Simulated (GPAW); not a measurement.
# Dielectric function and optical constants of KTaO3, part 2 of 2

Aim: the dielectric function of KTaO3, and the optical constants that follow from it.

GPAW 26.7.0; DFT, LDA, plane-wave PAW (GPAW data sets), scalar-relativistic, RPA, optical limit.

So far. Step 2 (Ground state): There is a gap, 2.04 eV on this mesh (points off the mesh can give less), so no carriers' term is needed.

**4. Dielectric function, RPA**

Local fields let the induced charge screen the field inside the cell, which as a rule lowers ε, most along directions where the density is uneven.

This step: DFT, LDA, plane-wave PAW (GPAW data sets), scalar-relativistic, RPA, optical limit (GPAW 26.7.0).

Input file df.py:

```python
from gpaw.response.df import DielectricFunction

df = DielectricFunction('full.gpw', frequencies={'type': 'nonlinear', 'domega0': 0.03, 'omega2': 8},
                        ecut=50,
                        eta=0.15,
                        nbands=50,
                        txt='df.txt')
for direction in ['x']:
    df.get_dielectric_function(xc='RPA', direction=direction, filename=f'df_{direction}.csv')
```

Started as:

```
$ OMP_NUM_THREADS=1 python df.py
```

The log of the run:

```text
Using integrator: PointIntegrator
NonLinearFrequencyDescriptor(from 0.000 to 98.221 eV, 539 points)
Nonperiodic BCs:  [False False False]
Using integrator: PointIntegrator
NonLinearFrequencyDescriptor(from 0.000 to 98.221 eV, 539 points)
Nonperiodic BCs:  [False False False]

Calculating chi0 body with:
    Ground state adapter containing:
    Number of spins: 1
    Number of kpoints: 512
    Number of irreducible kpoints: 35
    Number of completely occupied states: 20
    Number of partially occupied states: 20

    Linear response parametrization:
    q_c: [0.0, 0.0, 0.0]
    Number of frequency points: 539
    Planewave cutoff: 50.0
    Number of bands: 50
    Number of planewaves: 57
    Broadening (eta): 0.15

Integrating chi0 body.

Symmetries of q_c:
    Direct symmetries (Uq -> q): 48
    Indirect symmetries (TUq -> q): 0
In total 48 allowed symmetries.

35 groups of equivalent kpoints. 93.1640625% reduction.

Integral kind: spectral function

Calculating chi0 optical extensions with:
    Ground state adapter containing:
    Number of spins: 1
    Number of kpoints: 512
    Number of irreducible kpoints: 35
    Number of completely occupied states: 20
    Number of partially occupied states: 20

    Linear response parametrization:
    Number of frequency points: 539
    Planewave cutoff: 50.0
    Number of bands: 50
    Number of planewaves: 57
    Broadening (eta): 0.15
Integrating chi0 head and wings.

Symmetries of q_c:
    Direct symmetries (Uq -> q): 48
    Indirect symmetries (TUq -> q): 0
In total 48 allowed symmetries.

35 groups of equivalent kpoints. 93.1640625% reduction.

Integral kind: spectral function wings
```

Elapsed: 11 s, on 1 thread of Arm Neoverse V2, shared host; peak memory 0.34 GiB.

This step gave:

* electronic dielectric constant ε∞, mean over x, y and z (by symmetry where fewer were run): 4.963
* main peak of Im epsilon, first axis: 5.026 eV

Some rows of df_x.csv (energy; Re and Im without local fields; Re and Im with them):

```text
0.000000, 5.145218, 0.000000, 4.962748, 0.000000
0.429336, 5.171113, 0.018418, 4.987019, 0.017254
0.878195, 5.257821, 0.040768, 5.068163, 0.038099
1.347938, 5.431201, 0.073238, 5.229858, 0.068123
1.840057, 5.754421, 0.134268, 5.529384, 0.123854
2.356191, 6.437416, 0.334980, 6.155270, 0.304278
2.898142, 7.005869, 1.921130, 6.690985, 1.725011
3.467895, 7.936313, 2.444521, 7.512542, 2.083824
4.067647, 3.136607, 4.639102, 3.345922, 4.514455
4.699832, 6.208481, 4.357944, 6.259071, 3.751599
5.367152, 2.213438, 3.606935, 2.458742, 3.814336
6.072622, 0.223672, 4.493782, 0.724940, 5.385750
6.819608, 1.502704, 0.941453, 0.996202, 1.333004
7.611886, 3.342490, 1.688555, 3.033674, 1.799971
8.453705, 3.629018, 1.990084, 3.320507, 2.032068
9.349861, 2.587689, 4.507135, 2.255045, 4.563562
10.305790, 1.277361, 4.469566, 0.993652, 4.531521
11.327680, 0.532994, 1.975408, 0.058702, 1.828483
12.422601, 0.922571, 1.871752, 0.606788, 1.555737
13.598673, 0.645598, 2.269267, 0.612687, 1.979006
```

The Im ε, E ∥ x has structure finer than the step of the table below, so its rows give means over 0.5 eV, whole bins alone (the curve runs from 0 to 14.0 eV). Peaks (eV: height): 3.85: 5.89, 5.03: 6.58, 5.92: 6.08, 10.38: 4.68.

Values under the direct gap are tails of Lorentzian lines. Table of Im ε, E ∥ x by photon energy; means over each step:

```
photon energy (eV)  Im ε, E ∥ x
               0.5       0.0204
               1.0       0.0453
               1.5       0.0828
               2.0        0.162
               2.5        0.569
               3.0         1.70
               3.5         2.77
               4.0         4.74
               4.5         2.74
               5.0         5.57
               5.5         4.08
               6.0         5.43
               6.5         2.52
               7.0         1.09
               7.5         1.55
               8.0         2.17
               8.5         2.44
               9.0         4.06
               9.5         4.36
              10.0         4.08
              10.5         4.23
              11.0         2.41
              11.5         1.86
              12.0         1.71
              12.5         1.62
              13.0         1.85
              13.5         1.93
```

Table of Re ε, E ∥ x by photon energy:

photon energy (eV), Re ε, E ∥ x and a bar from the least value:
```
      0.0       4.96 ####################
      0.5       5.00 ####################
      1.0       5.10 ####################
      1.5       5.30 #####################
      2.0       5.67 ######################
      2.5       6.45 #########################
      3.0       6.46 #########################
      3.5       7.70 ##############################
      4.0       3.84 ################
      4.5       5.37 #####################
      5.0       4.50 ##################
      5.5       3.37 ##############
      6.0       1.27 ######
      6.5       0.01 #
      7.0       1.63 #######
      7.5       3.01 #############
      8.0       3.63 ###############
      8.5       3.56 ###############
      9.0       3.19 #############
      9.5       1.77 ########
     10.0       1.41 #######
     10.5      -0.11 #
     11.0      -0.38 
     11.5       0.27 ##
     12.0       0.59 ####
     12.5       0.72 ####
     13.0       0.98 #####
     13.5       0.68 ####
```

The loss function −Im 1/ε at q → 0, E ∥ x has structure finer than the step of the table below, so its rows give means over 0.5 eV, whole bins alone (the curve runs from 0 to 14.0 eV). Peaks (eV: height): 4.16: 0.160, 6.66: 0.520, 11.87: 0.575.

Values under the direct gap are tails of Lorentzian lines. Loss function −Im 1/ε at q → 0, E ∥ x against energy loss; means over each step:

```
energy loss (eV)  loss function −Im 1/ε at q → 0, E ∥ x
             0.5                                 8.2e-4
             1.0                                0.00173
             1.5                                0.00292
             2.0                                0.00494
             2.5                                 0.0130
             3.0                                 0.0378
             3.5                                 0.0406
             4.0                                  0.121
             4.5                                 0.0805
             5.0                                  0.114
             5.5                                  0.153
             6.0                                  0.170
             6.5                                  0.412
             7.0                                  0.300
             7.5                                  0.140
             8.0                                  0.137
             8.5                                  0.136
             9.0                                  0.145
             9.5                                  0.193
            10.0                                  0.220
            10.5                                  0.232
            11.0                                  0.409
            11.5                                  0.531
            12.0                                  0.535
            12.5                                  0.521
            13.0                                  0.437
            13.5                                  0.470
```

The Im ε, E ∥ x has structure finer than the step of the table below, so its rows give means over 0.5 eV, whole bins alone (the curve runs from 0 to 14.0 eV). Peaks (eV: height): without local fields 3.81: 6.46, 4.98: 6.82, 5.87: 5.70, 10.38: 4.59; with local fields 3.85: 5.89, 5.03: 6.58, 5.92: 6.08, 10.38: 4.68.

Values under the direct gap are tails of Lorentzian lines. Im ε, E ∥ x against photon energy; means over each step:

```
photon energy (eV)  without local fields  with local fields
               0.5                0.0218             0.0204
               1.0                0.0485             0.0453
               1.5                0.0892             0.0828
               2.0                 0.176              0.162
               2.5                 0.632              0.569
               3.0                  1.89               1.70
               3.5                  3.24               2.77
               4.0                  5.03               4.74
               4.5                  3.07               2.74
               5.0                  5.79               5.57
               5.5                  4.01               4.08
               6.0                  4.79               5.43
               6.5                  1.82               2.52
               7.0                 0.846               1.09
               7.5                  1.43               1.55
               8.0                  2.10               2.17
               8.5                  2.42               2.44
               9.0                  4.00               4.06
               9.5                  4.33               4.36
              10.0                  4.07               4.08
              10.5                  4.15               4.23
              11.0                  2.48               2.41
              11.5                  2.04               1.86
              12.0                  2.01               1.71
              12.5                  1.96               1.62
              13.0                  2.19               1.85
              13.5                  2.19               1.93
```

The refractive index n and extinction k by photon energy:

```
photon energy (eV)     n        k
               0.0  2.23        0
               0.5  2.24  0.00453
               1.0  2.26  0.00991
               1.5  2.30   0.0177
               2.0  2.38   0.0326
               2.5  2.54   0.0922
               3.0  2.57    0.376
               3.5  2.80    0.407
               4.0  2.26     1.13
               4.5  2.37    0.511
               5.0  2.49     1.30
               5.5  2.03    0.860
               6.0  1.90     1.53
               6.5  1.07     1.06
               7.0  1.33    0.372
               7.5  1.79    0.441
               8.0  1.98    0.531
               8.5  1.96    0.539
               9.0  2.04    0.993
               9.5  1.80     1.22
              10.0  1.67     1.17
              10.5  1.48     1.51
              11.0  1.01     1.18
              11.5  1.04    0.905
              12.0  1.08    0.760
              12.5  1.10    0.706
              13.0  1.24    0.757
              13.5  1.16    0.820
```

At chosen wavelengths:

```
wavelength (nm)     n      k  R (%)     1/α
           1550  2.25  0.008   14.8   16 µm
           1064  2.27  0.012   15.1  7.0 µm
            800  2.31  0.019   15.7  3.4 µm
            633  2.37  0.031   16.6  1.6 µm
            450  2.63  0.242   20.5  148 nm
            365  2.70  0.335   21.7   87 nm
            248  2.49  1.302   28.2   15 nm
```

Below the direct gap, k and the depth come from the tails of the Lorentzian lines, not from transitions.

Rows near the edge hang on the gap, which this functional as a rule makes too small, and phonon-assisted absorption is left out.

**5. Outcome**

```json
{
 "electronic dielectric constant ε∞, mean over x, y and z (by symmetry where fewer were run) (RPA)": "4.96",
 "main peak of Im epsilon, first axis": "5.03 eV"
}
```

**Reading.** At this level (LDA, RPA) KTaO3 has ε∞ = 4.96 and n = 2.25 at 1550 nm, and Im ε peaks at 5.0 eV. On the mesh the gap is 2.03 eV and the least direct gap 2.68 eV, so on this mesh the band edges lie at different points. Local fields change the static value along x from 5.15 to 4.96 (-4 %). Distinct maxima of Im ε, read by a parabola through the highest points, lie at 3.85 eV (5.9), 5.03 eV (6.6), 5.91 eV (6.1) and 10.39 eV (4.7). Excitons and phonon-assisted transitions are missing; LDA gaps are as a rule too small, which pulls the onset down and ε∞ up. Spin-orbit coupling is left out although heavy atoms are present. The sum runs over mesh points, so small or evenly spaced maxima can still be ripples of the mesh. In this version of GPAW the matrix elements of the optical limit are incomplete, which can lower ε − 1 by up to a tenth where first-row anions or d states rule, and shift it by more in d metals.

[Machine, clock and banner lines and Python warnings are left out of the logs.]

[Logs are printed without paths, hosts, clocks, repeated set-up lines and the standing remarks that a program may print on its own settings, such as how far it seeks lower states.]

[Hosts, paths, dates, database ids (printed as entryN), source tags and the programs' standing remarks are cut or masked in the printed files.]
